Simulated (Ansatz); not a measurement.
**PtC (model cell, started as CsCl type): phonons and vibrational spectra**

How does PtC (model cell, started as CsCl type) vibrate, and is this structure a minimum?

Main program and level: Ansatz 0.2.0; DFT PBEsol, scalar-relativistic, plane waves, PAW.

The structure was built from a prototype and need not be the compound's stable phase.

## (1) Set-up

It takes space group Pm-3m (No. 221, cubic). The conventional cell has a = 2.552 Å, b = 2.552 Å, c = 2.552 Å, α = 90.00°, β = 90.00°, γ = 90.00°. Nearest to Pt lie 8 C at 2.21 Å. Nearest to C lie 8 Pt at 2.21 Å. Farther neighbours are not listed.

Structure file:

```cif
data_structure
_symmetry_space_group_name_H-M 'Pm-3m'
_symmetry_Int_Tables_number 221
_cell_length_a 2.5519
_cell_length_b 2.5519
_cell_length_c 2.5519
_cell_angle_alpha 90.000
_cell_angle_beta 90.000
_cell_angle_gamma 90.000
_cell_volume 16.62
loop_
_atom_site_label
_atom_site_type_symbol
_atom_site_symmetry_multiplicity
_atom_site_Wyckoff_symbol
_atom_site_fract_x
_atom_site_fract_y
_atom_site_fract_z
_atom_site_occupancy
Pt1 Pt 1 a 0.00000 0.00000 0.00000 1
C1 C 1 b 0.50000 0.50000 0.50000 1
```

## (2) Rough relaxation

The start is far from rest, so a relaxation with loose tolerances brings it close first.

File input.yaml:

```yaml
crystal:
  lattice:
    - [2.55189, 0.0, 0.0]
    - [0.0, 2.55189, 0.0]
    - [0.0, 0.0, 2.55189]
  atoms:
    - { symbol: Pt, position: [0.0, 0.0, 0.0] }
    - { symbol: C, position: [0.5, 0.5, 0.5] }
kpoints:
  mp_grid: { grid: [8, 8, 8] }
hamiltonian:
  xc: pbesol
scf:
  occupations: { method: gaussian, width: 0.1 }
output:
  forces: true
  stress: true
  eigenvalues: true
relax:
  adjacent_minimum: "off"
  f_tol: 0.05
  max_steps: 80
  cell: { stress_tol: 0.5 }
```

The run is started by

```bash
> ansatz run input.yaml --threads 4 --pin off --max-ram 7168MiB --backend cpu --events-out ev --progress --plain --runs-dir out
```

Numbers of over 12 decimals in the logs are rounded to 6 here.

The log of the run:

```text
The last accepted step is kept in <dir> (removed where the run ends without a failure and the disk answers)
Engine: ansatz 0.2.0, aarch64-unknown-linux-gnu
Pseudopotentials: kind: paw
Pseudopotential: Pt, paw, valence charge 18, recommended cutoff 420 eV (normal), Pt.paw.azcp
Pseudopotential: C, paw, valence charge 4, recommended cutoff 420 eV (normal), C.paw.azcp
Functional definition: PBEsol
  exchange = pbesol_x
[...]
--- Relaxed structure (6 steps of the walk, 6 accepted, 2 SCFs on fresh bases) ---
  F+E_penalty+E_count = -12626.64524005 eV   max|allowed force component| = 1.972e-31 eV/Å   (the final SCF, on the basis selected at the relaxed cell)
  cell:  # Å, volume = 21.1984 Å³
    - [2.767587, 0, 0]
    - [0, 2.767587, 0]
    - [0, 0, 2.767587]
  atoms:
    - { symbol: Pt, position: [0, 0, 0] }
    - { symbol: C, position: [0.5, 0.5, 0.5] }
[key lines of the parts left out:]
SCF converged after 6 iterations
Free energy (F): -12626.645240 eV
Fermi energy:    20.807031 eV
P = ⅓ Tr σ = 0.0813 GPa (0.813 kbar)
```

It took 2 s on 4 threads of Arm Neoverse V2, shared host; peak memory 0.28 GiB; 6 s of CPU time.

The steps of the relaxation:

```tsv
step	energy less that of the first step (eV)	largest force component (eV/Å)	pressure (GPa)	volume (Å³)
1	0.0000	0.0000	122.14	16.62
2	-1.1660	0.0000	35.37	19.17
3	-1.3390	0.0000	10.09	20.45
4	-1.3578	0.0000	1.52	21.00
5	-1.3581	0.0000	0.01	21.11
6*	-1.3784	0.0000	1.18	21.11
7	-1.3786	0.0000	0.08	21.20
8*	-1.3787	0.0000	0.08	21.20
```

Relaxation steps marked * repeat the geometry before them on a plane-wave basis chosen anew for their cell, so energy and pressure can jump there.

The run keeps the 48 symmetry operations that it works with, so distortions that break them were not tested.

```tsv
conventional cell, symmetrised	before	after	change
a (Å)	2.552	2.768	+8.5 %
b (Å)	2.552	2.768	+8.5 %
c (Å)	2.552	2.768	+8.5 %
volume (Å³/atom)	8.31	10.60	+27.6 %
```

The relaxed structure:

```
Pt C
1.0
     2.76759    0.00000    0.00000
     0.00000    2.76759    0.00000
     0.00000    0.00000    2.76759
Pt C
1 1
Direct
  0.00000 0.00000 0.00000
  0.50000 0.50000 0.50000
```

Numbers from this step:

| Quantity | Value |
| --- | --- |
| pressure | 0.08133 GPa |
| volume per atom | 10.60 Å³ |
| gap on the k-mesh | 0 eV |

In this step the volume went from 8.31 to 10.60 Å³/atom.

## (3) Bringing the structure to rest

Harmonic phonons are second derivatives at a point where the forces vanish, and they are wanted at zero stress, so atoms and cell are relaxed first.

input.yaml, the sections that differ from step 2:

```yaml
crystal:
  lattice:
    - [2.7675874118, 0.0, 0.0]
    - [0.0, 2.7675874118, 0.0]
    - [0.0, 0.0, 2.7675874118]
  atoms:
    - { symbol: Pt, position: [0.0, 0.0, 0.0] }
    - { symbol: C, position: [0.5, 0.5, 0.5] }
kpoints:
  mp_grid: { grid: [14, 14, 14] }
relax:
  adjacent_minimum: "off"
  f_tol: 0.005
  max_steps: 80
  cell: { stress_tol: 0.05 }
# hamiltonian, scf, output: as in step 2
```

The log of the run:

```text
[...]
Crystal: 2 atoms, lattice volume = 21.198 Å³
Basis set: ecut = 420 eV, 437 PW (Γ), exchange–correlation on 40×40×40 points (8 copies of the dense FFT grid, shifted against one another)
Bands: 15, of which v1, the nominal top of the filled ones, is band 11 counted from 1 (10 counted from 0)
Symmetry: 48 space group operations
[...]
k-points: 120 of 2744
[...]
k-point 119: bands = [... 7 lower, 12.6387, 20.4644, 20.4644, 24.6716, 24.6716, 24.6716, 26.0327, 26.0327]
--- Relaxed structure (3 steps of the walk, 3 accepted, 1 SCFs on fresh bases) ---
[...]
cell:  # Å, volume = 21.2922 Å³
    - [2.771663, 0, 0]
    - [0, 2.771663, 0]
    - [0, 0, 2.771663]
  atoms:
    - { symbol: Pt, position: [0, 0, 0] }
    - { symbol: C, position: [0.500000, 0.500000, 0.500000] }
[key lines of the parts left out:]
SCF converged after 8 iterations
Free energy (F): -12626.663350 eV
Fermi energy:    20.615474 eV
P = ⅓ Tr σ = 0.0032 GPa (0.032 kbar)
```

It took 2.3 s on 4 threads; peak memory 0.33 GiB.

Step by step:

```tsv
step	energy less that of the first step (eV)	largest force component (eV/Å)	pressure (GPa)	volume (Å³)
1	0.0000	0.0000	1.18	21.20
2	-0.0001	0.0000	-0.49	21.33
3	-0.0002	0.0000	0.00	21.29
4*	-0.0003	0.0000	0.00	21.29
```

Relaxation steps marked * repeat the geometry before them on a plane-wave basis chosen anew for their cell, so energy and pressure can jump there.

The run keeps the 48 symmetry operations that it works with, so distortions that break them were not tested.

```tsv
conventional cell, symmetrised	before	after	change
a (Å)	2.768	2.772	+0.1 %
b (Å)	2.768	2.772	+0.1 %
c (Å)	2.768	2.772	+0.1 %
volume (Å³/atom)	10.60	10.65	+0.4 %
```

Final coordinates:

```
Pt C
1.0
     2.77166    0.00000    0.00000
     0.00000    2.77166    0.00000
     0.00000    0.00000    2.77166
Pt C
1 1
Direct
  0.00000 0.00000 0.00000
  0.50000 0.50000 0.50000
```

This step gave:

```yaml
pressure: 0.003204 GPa
volume_per_atom: 10.65 Å³
```

In this step the volume went from 10.60 to 10.65 Å³/atom.

## (4) Relaxing to small forces for the phonons

Phonons need a cell at rest on their own settings, so the relaxation is repeated with tight tolerances on forces and stress on the k mesh and occupations of the first response run.

File input.yaml:

```yaml
crystal:
  lattice:
    - [2.7716628861, 0.0, 0.0]
    - [0.0, 2.7716628861, 0.0]
    - [0.0, 0.0, 2.7716628861]
  atoms:
    - { symbol: Pt, position: [0.0, 0.0, 0.0] }
    - { symbol: C, position: [0.5, 0.5, 0.5] }
kpoints:
  mp_grid: { grid: [16, 16, 16] }
hamiltonian:
  xc: pbesol
scf:
  occupations: { method: methfessel_paxton, width: 0.15 }
output:
  forces: true
  stress: true
  eigenvalues: true
relax:
  adjacent_minimum: "off"
  f_tol: 0.001
  max_steps: 60
  cell: { stress_tol: 0.01 }
```

The log of the run:

```text
[...]
Crystal: 2 atoms, lattice volume = 21.292 Å³
Basis set: ecut = 420 eV, 437 PW (Γ), exchange–correlation on 40×40×40 points (8 copies of the dense FFT grid, shifted against one another)
Bands: 15, of which v1, the nominal top of the filled ones, is band 11 counted from 1 (10 counted from 0)
Symmetry: 48 space group operations
[...]
k-points: 165 of 4096
[...]
k-point 164: bands = [... 7 lower, 12.6434, 20.4878, 20.4878, 24.6858, 24.6858, 24.6858, 26.0479, 26.0479]
--- Relaxed structure (3 steps of the walk, 3 accepted, 1 SCFs on fresh bases) ---
[...]
cell:  # Å, volume = 21.2826 Å³
    - [2.771246, 0, 0]
    - [0, 2.771246, 0]
    - [0, 0, 2.771246]
  atoms:
    - { symbol: Pt, position: [0, 0, 0] }
    - { symbol: C, position: [0.5, 0.5, 0.5] }
[key lines of the parts left out:]
SCF converged after 4 iterations
Free energy (F): -12626.655883 eV
Fermi energy:    20.635853 eV
P = ⅓ Tr σ = -0.0005 GPa (-0.005 kbar)
```

It took 2.6 s on 4 threads; peak memory 0.35 GiB.

Little changed from the start: no atom moved by 0.005 Å and no cell edge by 0.1 %.

Numbers from this step:

| Item | Value |
| --- | --- |
| pressure | -5.18e-4 GPa |
| volume per atom | 10.64 Å³ |

The forces vanish by symmetry and the pressure is -0.001 GPa, within the tolerances set. The cell now holds 10.64 Å³/atom.

## (5) Zone-centre response

The zone centre comes first: it holds the modes that light can see, as far as symmetry allows. No field response is asked, since the mesh shows no gap.

input.yaml, the sections that differ from step 4:

```yaml
crystal:
  lattice:
    - [2.7712460625, 0.0, 0.0]
    - [0.0, 2.7712460625, 0.0]
    - [0.0, 0.0, 2.7712460625]
  atoms:
    - { symbol: Pt, position: [0.0, 0.0, 0.0] }
    - { symbol: C, position: [0.5, 0.5, 0.5] }
output:
  eigenvalues: true
phonons:
  method: dfpt
# kpoints, hamiltonian, scf: as in step 4
# relax: removed
```

The log of the run:

```text
[...]
Crystal: 2 atoms, lattice volume = 21.283 Å³
Basis set: ecut = 420 eV, 437 PW (Γ), exchange–correlation on 40×40×40 points (8 copies of the dense FFT grid, shifted against one another)
Bands: 15, of which v1, the nominal top of the filled ones, is band 11 counted from 1 (10 counted from 0)
Symmetry: 48 space group operations
k-points: 405 of 4096 (irreducible under 8 space group operations, time reversal used)
[...]
SCF iter   1: F=—  HF=-12626.658241 eV  |F-HF|=—  |Δ(HF+E_count)|=         —  Δρ=9.17e-3  dr2=9.78e-3  ethr=1.77e-3  ⟨swp⟩=4.7  Hψ=27356  notcnv=0
[...]
SCF iter   7: F=-12626.655883 eV  HF=-12626.655883 eV  |F-HF|=1.09e-11  |Δ(HF+E_count)|=  1.09e-11  S|Δr|=    0.00e0  Δρ=4.25e-8  dr2=2.05e-13  ethr=1.00e-12  ⟨swp⟩=5.1  Hψ=24172  notcnv=0
SCF 1 converged in 7 iterations: F = -12626.655883 eV  dr2 = 2.05e-13
[...]
DFPT response loops at Γ: preconditioner auto → Kerker (q_TF=auto, 2.743 Å⁻¹) (partly filled bands, converged f_vac=0.000); β = 1.00, the filter's whole step (`scf.mixing.beta` (0.50) is not read by the response loops under this deck's `scf.mixing.preconditioner`; to damp them name `kerker` or `kerker_dos`, under which they read `scf.mixing.beta`, and type it under 1.00, their step now; both keys bind the ground state too); Broyden in place of MSR1
SCF converged after 7 iterations
[...]
Free energy (F): -12626.655883 eV
[...]
Internal energy: -12626.657855 eV  (E = F + TS)
E sigma→0 (E₀):  -12626.656376 eV
Entropy (-TS):   0.001972 eV (0.986 meV/atom)
Fermi energy:    20.635853 eV
[...]
--- Band table (eV; the first three rows and the last of 405) ---
  k-point 0: bands = [... 7 lower, 18.7888, 18.7888, 18.7888, 20.4175, 20.4175, 20.4175, 25.0119, 36.4094]
  k-point 1: bands = [... 7 lower, 18.4820, 18.4820, 18.7974, 20.1515, 20.7525, 20.7525, 25.2698, 36.0872]
  k-point 2: bands = [... 7 lower, 17.8992, 17.8992, 18.8220, 19.5781, 21.4195, 21.4195, 25.8621, 35.2988]
  k-point 404: bands = [... 7 lower, 12.6434, 20.4878, 20.4878, 24.6858, 24.6858, 24.6858, 26.0479, 26.0479]
--- Phonons (Γ-DFPT): 2 representative perturbations + reference, on 405 of 4096 k-points (Σ response iterations 7) ---
  k mesh reduced under 8 symmetry operations, with k and −k counted as one. Each operation leaves every solved perturbation unchanged. A smaller set is not used because it would not reduce the number of displacements times k-points to solve
  ASR residual: 3.084e-5 → 0.000e0 eV/Å²; symmetrization residual: 1.220e-6 eV/Å²
  ASR residual per site (eV/Å²): 3.08e-5 4.14e-7
  Γ frequencies (cm⁻¹): -273.79 -273.79 -273.79 0.00 0.00 0.00
  non-analytic LO–TO correction: not included (Born effective charges unavailable; polar crystals: no LO–TO splitting at Γ)
```

It took 7.6 s on 4 threads; peak memory 0.63 GiB; 27 s of CPU time.

This step gave:

```yaml
sum_rule_residual_before_enforcement: 3.08e-5 eV/Å²
point_group: m-3m
highest_optical_mode_at_the_zone_centre_no_lo_to_term: -273.8 cm⁻¹
lowest_optical_zone_centre_mode: -273.8 cm⁻¹
```

Patterns of degenerate modes are one choice out of their space. Modes at Γ, with each element's share of the kinetic energy (negative means imaginary):

```tsv
mode	frequency (cm⁻¹)	symmetry	Pt %	C %
1	-273.8	T1u	6	94
2	-273.8	T1u	6	94
3	-273.8	T1u	6	94
4	0.0	acoustic	94	6
5	0.0	acoustic	94	6
6	0.0	acoustic	94	6
```

Displacements in mode 3 (-273.8 cm⁻¹), the largest set to 1:
```
Pt1  0.00 -0.01 -0.06
C2   0.00  0.16  1.00
```

Before it was imposed, the acoustic sum rule was missed by 3.1e-5 eV/Å². Small misses are needed for a sound result but don't prove that mesh and cutoff are converged. The lowest optical mode is imaginary, 273.8i cm⁻¹, so the energy falls along it.

[end of part 1 of 2]

[Logs are printed without paths, hosts, clocks, repeated set-up lines and the standing remarks that a program may print on its own settings, such as how far it seeks lower states.]

[Hosts, paths, dates, database ids (printed as entryN), source tags and the programs' standing remarks are cut or masked in the printed files.]
